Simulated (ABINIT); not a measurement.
# A GW chain in ABINIT: MgO (Periclase), part 2 of 3

How does a plane-wave GW calculation on MgO (Periclase) run from the first input to the gap?

ABINIT 10.8.3; PBE and many-body steps on it, plane waves. Known limits of the many-body steps: not at the basis limit.

So far. Step 2 (Ground state): The gap is direct, at Γ.

The database entry behind the starting cell differs from later determinations by our own check (about 0.1 % long), so it need not match the best structure at ambient conditions.

**3. Bands along the symmetry lines**

Level of this step: DFT, PBE, plane waves, norm-conserving pseudopotentials (ABINIT).

Levels along a band path, at the cheap level, show where the edges lie and whether the meshes to come will hold them.

Input file run.abi:

```
acell 3*1.0 Angstrom
rprim 
  -0.000000000000 2.108500000000 2.108500000000
  2.108500000000 0.000000000000 2.108500000000
  2.108500000000 2.108500000000 0.000000000000
ntypat 2
znucl 12 8
natom 2
typat 1 2
xred 
  0.000000000000 0.000000000000 0.000000000000
  0.500000000000 0.500000000000 0.500000000000
pp_dirpath "pseudos"
pseudos "Mg.upf, O.upf"
ecut 38
iscf -2
irdden 1
kptopt 0
nkpt 50
kpt 
  0.00000000 0.00000000 0.00000000
  0.06250000 0.00000000 0.06250000
  0.12500000 0.00000000 0.12500000
  0.18750000 0.00000000 0.18750000
  0.25000000 0.00000000 0.25000000
  0.31250000 0.00000000 0.31250000
  0.37500000 0.00000000 0.37500000
  0.43750000 0.00000000 0.43750000
  0.50000000 0.00000000 0.50000000
  0.51562500 0.03125000 0.51562500
  0.53125000 0.06250000 0.53125000
  0.54687500 0.09375000 0.54687500
  0.56250000 0.12500000 0.56250000
  0.57812500 0.15625000 0.57812500
  0.59375000 0.18750000 0.59375000
  0.60937500 0.21875000 0.60937500
  0.62500000 0.25000000 0.62500000
  0.37500000 0.37500000 0.75000000
  0.32812500 0.32812500 0.65625000
  0.28125000 0.28125000 0.56250000
  0.23437500 0.23437500 0.46875000
  0.18750000 0.18750000 0.37500000
  0.14062500 0.14062500 0.28125000
  0.09375000 0.09375000 0.18750000
  0.04687500 0.04687500 0.09375000
  0.00000000 0.00000000 0.00000000
  0.06250000 0.06250000 0.06250000
  0.12500000 0.12500000 0.12500000
  0.18750000 0.18750000 0.18750000
  0.25000000 0.25000000 0.25000000
  0.31250000 0.31250000 0.31250000
  0.37500000 0.37500000 0.37500000
  0.43750000 0.43750000 0.43750000
  0.50000000 0.50000000 0.50000000
  0.50000000 0.46875000 0.53125000
  0.50000000 0.43750000 0.56250000
  0.50000000 0.40625000 0.59375000
  0.50000000 0.37500000 0.62500000
  0.50000000 0.34375000 0.65625000
  0.50000000 0.31250000 0.68750000
  0.50000000 0.28125000 0.71875000
  0.50000000 0.25000000 0.75000000
  0.50000000 0.21875000 0.71875000
  0.50000000 0.18750000 0.68750000
  0.50000000 0.15625000 0.65625000
  0.50000000 0.12500000 0.62500000
  0.50000000 0.09375000 0.59375000
  0.50000000 0.06250000 0.56250000
  0.50000000 0.03125000 0.53125000
  0.50000000 0.00000000 0.50000000
istwfk *1
nband 15
nbdbuf 2
tolwfr 1e-08
nstep 40
prtwf 0
prtvol 0
indata_prefix "in"
outdata_prefix "out"
tmpdata_prefix "tmp"
```

The run is started by

```console
$ OMP_NUM_THREADS=1 mpirun -n 8 abinit run.abi > log
```

Numbers of over 12 decimals in the logs are rounded to 6 here.

The program printed:

```text
.Version 10.8.3 of ABINIT. v10.8.2 released Aug 2026.

 Symmetries : space group Fm -3 m (#225); Bravais cF (face-center cubic)
[... echo of the input left out ...]
== DATASET  1 ==================================================================
-   mpi_nproc: 8, omp_nthreads: 1 (-1 if OMP is not activated)

--- !DatasetInfo
iteration_state: {dtset: 1, }
dimensions: {natom: 2, nkpt: 50, mband: 15, nsppol: 1, nspinor: 1, nspden: 1, mpw: 1429, }
cutoff_energies: {ecut:  38.0, pawecutdg:  -1.0, }
electrons: {nelect:   1.60000000E+01, charge:   0.00000000E+00, occopt:   1.00000000E+00, tsmear:   1.00000000E-02, }

 Real(R)+Recip(G) space primitive vectors, cartesian coordinates (Bohr,Bohr^-1):
 R(1)=  0.0000000  3.9844875  3.9844875  G(1)= -0.1254867  0.1254867  0.1254867
 R(2)=  3.9844875  0.0000000  3.9844875  G(2)=  0.1254867 -0.1254867  0.1254867
 R(3)=  3.9844875  3.9844875  0.0000000  G(3)=  0.1254867  0.1254867 -0.1254867
 Unit cell volume ucvol=  1.2651657E+02 bohr^3
 Angles (23,13,12)=  6.00000000E+01  6.00000000E+01  6.00000000E+01 degrees

 getcut: wavevector=  0.0000  0.0000  0.0000  ngfft=  32  32  32
         ecut(hartree)=     38.000   => boxcut(ratio)=   2.04647

--- Pseudopotential description ------------------------------------------------
- Mg Generated using ONCVPSP code by D. R. Hamann
- 12.00000  10.00000  171031                  znucl, zion, pspdat
12 -101130 1 -1 1510                          pspcod,pspxc,lmax,lloc,mmax
     nproj     2     2     0
  pspatm : epsatm=    9.22893308
         --- l  ekb(1:nproj) -->
             0    2.250005   -0.808630
             1   -6.469357   -2.503313
 pspatm: atomic psp has been read  and splines computed

- O Generated using ONCVPSP code by D. R. Hamann
-  8.00000   6.00000  171031                  znucl, zion, pspdat
12 -101130 2 -1 936                           pspcod,pspxc,lmax,lloc,mmax
     nproj     2     2     1
  pspatm : epsatm=    6.19545534
         --- l  ekb(1:nproj) -->
             0    6.056735    0.824024
[...]
2   -1.331955
 pspatm: atomic psp has been read  and splines computed

--------------------------------------------------------------------------------

================================================================================
 prteigrs : about to open file out_EIG
 Non-SCF case, kpt    1 (  0.00000  0.00000  0.00000), residuals and eigenvalues=
  3.60E-09  2.55E-09  4.12E-09  5.08E-09  1.16E-09  2.24E-09  6.07E-09  9.24E-09
  6.01E-09  1.99E-09  1.74E-09  2.76E-09  8.02E-09  4.95E-08  3.37E-07
 -2.4872E+00 -1.2653E+00 -1.2653E+00 -1.2653E+00 -4.5853E-01  1.7247E-01
  1.7247E-01  1.7247E-01  3.4641E-01  7.5821E-01  7.5821E-01  7.5821E-01
[...]
Non-SCF case, kpt    2 (  0.06250  0.00000  0.06250), residuals and eigenvalues=
  2.74E-09  3.07E-09  2.71E-09  4.77E-09  4.33E-09  9.35E-09  1.48E-09  2.57E-09
[...]
3.39E-09  2.60E-09  2.56E-09  5.71E-09  3.88E-09  6.53E-09  8.09E-10  1.29E-09
  3.31E-10  3.45E-10  2.28E-09  3.59E-09  9.99E-09  4.76E-08  6.44E-07
[...]
Non-SCF case, kpt   49 (  0.50000  0.03125  0.53125), residuals and eigenvalues=
[...]
Non-SCF case, kpt   50 (  0.50000  0.00000  0.50000), residuals and eigenvalues=
[...]
-2.4868E+00 -1.2679E+00 -1.2663E+00 -1.2663E+00 -4.0228E-01  2.4594E-02
  1.2366E-01  1.2366E-01  5.1138E-01  5.3902E-01  6.5222E-01  8.6839E-01
[...]
--- !ResultsGS
iteration_state: {dtset: 1, }
comment   : Summary of ground state results
lattice_vectors:
- [ -0.0000000,   3.9844875,   3.9844875, ]
- [  3.9844875,   0.0000000,   3.9844875, ]
- [  3.9844875,   3.9844875,   0.0000000, ]
lattice_lengths: [   5.63492,    5.63492,    5.63492, ]
lattice_angles: [ 60.000,  60.000,  60.000, ] # degrees, (23, 13, 12)
lattice_volume:   1.2651657E+02
convergence: {deltae:  0.000E+00, res2:  0.000E+00, residm:  9.990E-09, diffor:  0.000E+00, }
etotal    :  -7.60508220E+01
entropy   :   0.00000000E+00
fermie    :   1.72472836E-01
cartesian_stress_tensor: null
pressure_GPa: null
xred      :
- [  0.0000E+00,   0.0000E+00,   0.0000E+00, Mg]
- [  5.0000E-01,   5.0000E-01,   5.0000E-01,  O]
cartesian_forces: null
force_length_stats: {min: null, max: null, mean: null, }

 Integrated electronic density in atomic spheres:
 ------------------------------------------------
 Atom  Sphere_radius  Integrated_density
[...]
================================================================================

 ----iterations are completed or convergence reached----

 Mean square residual over all n,k,spin=   36.121E-10; max=  99.904E-10
 reduced coordinates (array xred) for    2 atoms
       0.000000000000      0.000000000000      0.000000000000
       0.500000000000      0.500000000000      0.500000000000

 cartesian coordinates (angstrom) at end:
    1      0.000000     0.000000     0.000000
    2      2.108500     2.108500     2.108500
 length scales=  1.889726125908  1.889726125908  1.889726125908 bohr
              =  1.000000000000  1.000000000000  1.000000000000 angstroms
 prteigrs : about to open file out_EIG
 Eigenvalues (hartree) for nkpt=  50  k points:
 kpt#   1, nband= 15, wtk=  1.00000, kpt=  0.0000  0.0000  0.0000 (reduced coord)
[...]
kpt#   2, nband= 15, wtk=  1.00000, kpt=  0.0625  0.0000  0.0625 (reduced coord)
[...]
kpt#   3, nband= 15, wtk=  1.00000, kpt=  0.1250  0.0000  0.1250 (reduced coord)
[...]
kpt#  49, nband= 15, wtk=  1.00000, kpt=  0.5000  0.0313  0.5313 (reduced coord)
  -2.48682   -1.26791   -1.26635   -1.26633   -0.40219    0.02529    0.12225    0.12304
   0.51360    0.54123    0.65148    0.86365    0.86992    1.11245    1.17252
 kpt#  50, nband= 15, wtk=  1.00000, kpt=  0.5000  0.0000  0.5000 (reduced coord)
  -2.48682   -1.26793   -1.26634   -1.26634   -0.40228    0.02459    0.12366    0.12366
   0.51138    0.53902    0.65222    0.86839    0.86839    1.10940    1.17063

== END DATASET(S) ==============================================================
================================================================================

 -outvars: echo values of variables after computation  --------
            nband          15
             nkpt          50
          spgroup         225
 [... the other variables as echoed above ...]

 Calculation completed.
```

It took 2.9 s on 8 MPI ranks of Arm Neoverse V1, shared host; peak memory 0.07 GiB; 22 s of CPU time.

Numbers from this step:

```yaml
gap: 4.733 eV
k_of_the_valence_top: 0, 0, 0
k_of_the_conduction_bottom: 0, 0, 0
least_direct_gap: 4.733 eV
```

The gap is 4.733 eV, as in the run before at this level.

Electronic bands along the path, in eV, zero at the top of the highest filled band; v1 is the highest filled band, c1 the lowest empty one:

| point | v4 | v3 | v2 | v1 | c1 | c2 | c3 | c4 |
| --- | --- | --- | --- | --- | --- | --- | --- | --- |
| Γ | -17.17 | 0.00 | 0.00 | 0.00 | 4.73 | 15.94 | 15.94 | 15.94 |
| halfway | -16.41 | -2.60 | -0.72 | -0.72 | 8.06 | 11.27 | 15.51 | 17.50 |
| X | -15.64 | -4.02 | -1.33 | -1.33 | 9.22 | 9.97 | 13.05 | 18.94 |
| halfway | -15.62 | -3.87 | -1.77 | -1.27 | 9.59 | 10.49 | 12.90 | 18.58 |
| U | -15.61 | -3.44 | -2.67 | -1.12 | 10.14 | 11.76 | 12.51 | 18.11 |
| jump to K | -15.61 | -3.44 | -2.67 | -1.12 | 10.14 | 11.76 | 12.51 | 18.11 |
| halfway | -16.34 | -2.91 | -1.16 | -0.38 | 8.15 | 12.04 | 15.37 | 17.95 |
| Γ | -17.17 | 0.00 | 0.00 | 0.00 | 4.73 | 15.94 | 15.94 | 15.94 |
| halfway | -16.57 | -2.63 | -0.33 | -0.33 | 7.09 | 12.61 | 16.73 | 16.73 |
| L | -15.86 | -4.57 | -0.63 | -0.63 | 7.91 | 12.57 | 16.32 | 16.32 |
| halfway | -15.72 | -3.96 | -1.90 | -0.97 | 9.68 | 12.18 | 13.50 | 16.90 |
| W | -15.58 | -2.91 | -2.91 | -1.75 | 11.66 | 11.66 | 12.15 | 15.52 |
| halfway | -15.61 | -3.73 | -1.87 | -1.54 | 10.08 | 10.85 | 12.73 | 17.32 |
| X | -15.64 | -4.02 | -1.33 | -1.33 | 9.22 | 9.97 | 13.05 | 18.94 |

The electronic bands as a text plot (rows in eV, shown from -8.0 to 10.7 only):

```
   10.3 |       ++   +++ +++++                         +     ++++
    9.6 |         +++++++                             +       +++
    8.8 |       ++            ++                    ++
    8.0 |     ++                +              +++++
    7.2 |    +                   ++         +++
    6.4 |                                  +
    5.7 |  ++                      ++    ++
    4.9 |++                          ++++
    4.1 |
    3.3 |
    2.5 |
    1.8 |
    1.0 |
    0.2 |**                        ********
   -0.6 | ********         ***********  ***************
   -1.4 |  **     *********     *  **               ** **********
   -2.1 |    *         ***  **** **        *          **    **
   -2.9 |     ****        **    *           *           ****
   -3.7 |         ********* ****             ***      ***   *****
   -4.5 |                                       ******
   -5.3 |
   -6.0 |
   -6.8 |
   -7.6 |
         Γ           X  U|K            Γ         L        W     X
```

**4. Empty states on the mesh, 6×6×6 mesh, 102 bands**

The sums over transitions need many empty states on a uniform mesh; this step solves for them.

Input file run.abi:

```
acell 3*1.0 Angstrom
rprim 
  -0.000000000000 2.108500000000 2.108500000000
  2.108500000000 0.000000000000 2.108500000000
  2.108500000000 2.108500000000 0.000000000000
ntypat 2
znucl 12 8
natom 2
typat 1 2
xred 
  0.000000000000 0.000000000000 0.000000000000
  0.500000000000 0.500000000000 0.500000000000
pp_dirpath "pseudos"
pseudos "Mg.upf, O.upf"
ecut 38
ngkpt 6 6 6
nshiftk 1
shiftk 0 0 0
kptopt 1
chksymbreak 0
irdden 1
istwfk *1
nband 102
prtvol 0
optdriver 6
gwr_task "HDIAGO"
paral_kgb 0
occopt 1
indata_prefix "in"
outdata_prefix "out"
tmpdata_prefix "tmp"
```

The program printed:

```text
[banner, memory and clock lines left out]
.Version 10.8.3 of ABINIT. v10.8.2 released Aug 2026.

 Symmetries : space group Fm -3 m (#225); Bravais cF (face-center cubic)
[... echo of the input left out ...]
== DATASET  1 ==================================================================
-   mpi_nproc: 8, omp_nthreads: 1 (-1 if OMP is not activated)

--- !DatasetInfo
iteration_state: {dtset: 1, }
dimensions: {natom: 2, nkpt: 16, mband: 102, nsppol: 1, nspinor: 1, nspden: 1, mpw: 1430, }
cutoff_energies: {ecut:  38.0, pawecutdg:  -1.0, }
electrons: {nelect:   1.60000000E+01, charge:   0.00000000E+00, occopt:   1.00000000E+00, tsmear:   1.00000000E-02, }

.Using double precision arithmetic; gwpc =  8

- Reading GS density from: in_DEN

--- Pseudopotential description ------------------------------------------------
- Mg Generated using ONCVPSP code by D. R. Hamann
- 12.00000  10.00000  171031                  znucl, zion, pspdat
12 -101130 1 -1 1510                          pspcod,pspxc,lmax,lloc,mmax
     nproj     2     2     0
  pspatm : epsatm=    9.22893308
         --- l  ekb(1:nproj) -->
             0    2.250005   -0.808630
             1   -6.469357   -2.503313
 pspatm: atomic psp has been read  and splines computed

- O Generated using ONCVPSP code by D. R. Hamann
-  8.00000   6.00000  171031                  znucl, zion, pspdat
12 -101130 2 -1 936                           pspcod,pspxc,lmax,lloc,mmax
     nproj     2     2     1
  pspatm : epsatm=    6.19545534
         --- l  ekb(1:nproj) -->
             0    6.056735    0.824024
             1   -4.717130   -1.149271
             2   -1.331955
 pspatm: atomic psp has been read  and splines computed

   2.46790215E+02                                ecore*ucvol(ha*bohr**3)

 Total charge density [el/Bohr^3]
)     Maximum=    3.3935E+00  at reduced coord.    0.0625    0.9375    0.9688
)     Minimum=    9.8865E-03  at reduced coord.    0.2500    0.2500    0.2500
   Integrated=    1.6000E+01

 === KS gaps after direct diagonalization ===
 Direct band gap semiconductor
 Fundamental gap:     4.733 (eV)
   VBM:     4.693 (eV) at k: [ 0.0000E+00,  0.0000E+00,  0.0000E+00]
   CBM:     9.426 (eV) at k: [ 0.0000E+00,  0.0000E+00,  0.0000E+00]
 Direct gap:         4.733 (eV) at k: [ 0.0000E+00,  0.0000E+00,  0.0000E+00]

== END DATASET(S) ==============================================================

 -outvars: echo values of variables after computation  --------
           etotal      0.0000000000E+00
            nband         102
             nkpt          16
          spgroup         225
 [... the other variables as echoed above ...]

 Calculation completed.
```

Wall time 6.8 s (8 MPI ranks); peak memory 1.4 GiB; 54 s of CPU time.

This step gave:

| Property | Result |
| --- | --- |
| gap | 4.733 eV |
| k of the valence top | 0, 0, 0 |
| k of the conduction bottom | 0, 0, 0 |
| least direct gap | 4.733 eV |
| k points computed | 16 |
| lowest point of the top converged band, above the valence top | 144.9605 eV |

On this mesh the gap is 4.733 eV.

**5. Screening, 6×6×6 mesh, 94 bands, screening to 217.7 eV**

The RPA dielectric matrix is built and inverted for each q.

This step: RPA screening on PBE, plane waves, norm-conserving pseudopotentials.

run.abi, as its differences from that of step 4:

```diff
@@ -20,10 +20,11 @@
 chksymbreak 0
-irdden 1
 istwfk *1
-nband 102
-prtvol 0
-optdriver 6
-gwr_task "HDIAGO"
-paral_kgb 0
 occopt 1
+irdwfk 1
+optdriver 3
+nband 94
+ecuteps 8
+inclvkb 2
+awtr 1
+symchi 1
 indata_prefix "in"
```

The program printed:

```text
.Version 10.8.3 of ABINIT. v10.8.2 released Aug 2026.

 Symmetries : space group Fm -3 m (#225); Bravais cF (face-center cubic)
[... echo of the input left out ...]
== DATASET  1 ==================================================================
-   mpi_nproc: 8, omp_nthreads: 1 (-1 if OMP is not activated)

--- !DatasetInfo
iteration_state: {dtset: 1, }
dimensions: {natom: 2, nkpt: 16, mband: 94, nsppol: 1, nspinor: 1, nspden: 1, mpw: 1430, }
cutoff_energies: {ecut:  38.0, pawecutdg:  -1.0, }
electrons: {nelect:   1.60000000E+01, charge:   0.00000000E+00, occopt:   1.00000000E+00, tsmear:   1.00000000E-02, }

 SCREENING: Calculation of the susceptibility and dielectric matrices

 Based on a program developped by R.W. Godby, V. Olevano, G. Onida, and L. Reining.
 Incorporated in ABINIT by V. Olevano, G.-M. Rignanese, and M. Torrent.
.Using double precision arithmetic ; gwpc =  8

[... cell and pseudopotentials left out ...]
--------------------------------------------------------------------------------

 ==== K-mesh for the wavefunctions ====
 Number of points in the irreducible wedge :    16
[... list of points left out ...]
 Together with 48 symmetry operations and time-reversal symmetry
 yields   216 points in the full Brillouin Zone.

 ==== Q-mesh for the screening function ====
 Number of points in the irreducible wedge :    16
[... list of points left out ...]
 Together with 48 symmetry operations and time-reversal symmetry
 yields   216 points in the full Brillouin Zone.

 setmesh: FFT mesh size selected  =    24x   24x   24
          total number of points  =        13824

 vcoul_init : cutoff-mode = AUXILIARY_FUNCTION
 q-points for optical limit:   1
     1)      0.000010    0.000020    0.000030

- screening: taking advantage of time-reversal symmetry
- Maximum band index for partially occupied states nbvw = 8
- Remaining bands to be divided among processors   nbcw = 86
- Number of bands treated by each node ~10

 Number of electrons calculated from density =   16.0000; Expected =   16.0000
 average of density, n =  0.126466
 r_s =    1.2359
 omega_plasma =   34.3038 [eV]

 calculating chi0 at frequencies [eV] :
  1    0.000000E+00    0.000000E+00
  2    0.000000E+00    3.430377E+01

--------------------------------------------------------------------------------
  q-point number  1        q = ( 0.000000, 0.000000, 0.000000) [r.l.u.]
--------------------------------------------------------------------------------
[... chi0 elements left out ...]
 For q-point:  0.000010 0.000020 0.000030
  dielectric constant =   3.0360
  dielectric constant without local fields =   3.2560

  Average fulfillment of the sum rule on Im[epsilon] for q-point    1 :     71.52  [%]
[... wings left out ...]
  q-point number  2        q = ( 0.166667, 0.000000, 0.000000) [r.l.u.]
--------------------------------------------------------------------------------
[... chi0 elements left out ...]
  Average fulfillment of the sum rule on Im[epsilon] for q-point    2 :     85.95  [%]

 [... 14 further q-points ...]
```

Run time: 34 s. Hardware: 8 MPI ranks; peak memory 1.2 GiB; 4.6 min of CPU time.

Numbers from this step:

- ε∞ with local fields, on this mesh, along the program's q direction: 3.036
- the same without local fields: 3.256
- plasma frequency: 34.30 eV
- plane waves in the screening matrix: 137

Local fields lower ε∞ by 7 %.

(Continued in part 3 of 3.)

[Paths, hosts, dates, memory and timing lines, banners, echoed tables and standing remarks are left out of the program output.]

[Logs are printed without paths, hosts, clocks, repeated set-up lines and the standing remarks that a program may print on its own settings, such as how far it seeks lower states.]

[Runs of the session that timed out or met a known fault of the program may be left out.]

[Hosts, paths, dates, database ids (printed as entryN), source tags and the programs' standing remarks are cut or masked in the printed files.]

[G0W0 gaps are taken among the corrected bands and points alone; a level outside them can change the order at an edge.]

[Where Ansatz stands beside ABINIT at settings called matched, ABINIT's density can come from a denser mesh and the files from another edition; pairs whose starting gaps differed by over 0.03 eV were left out, so agreement reads better than it is.]
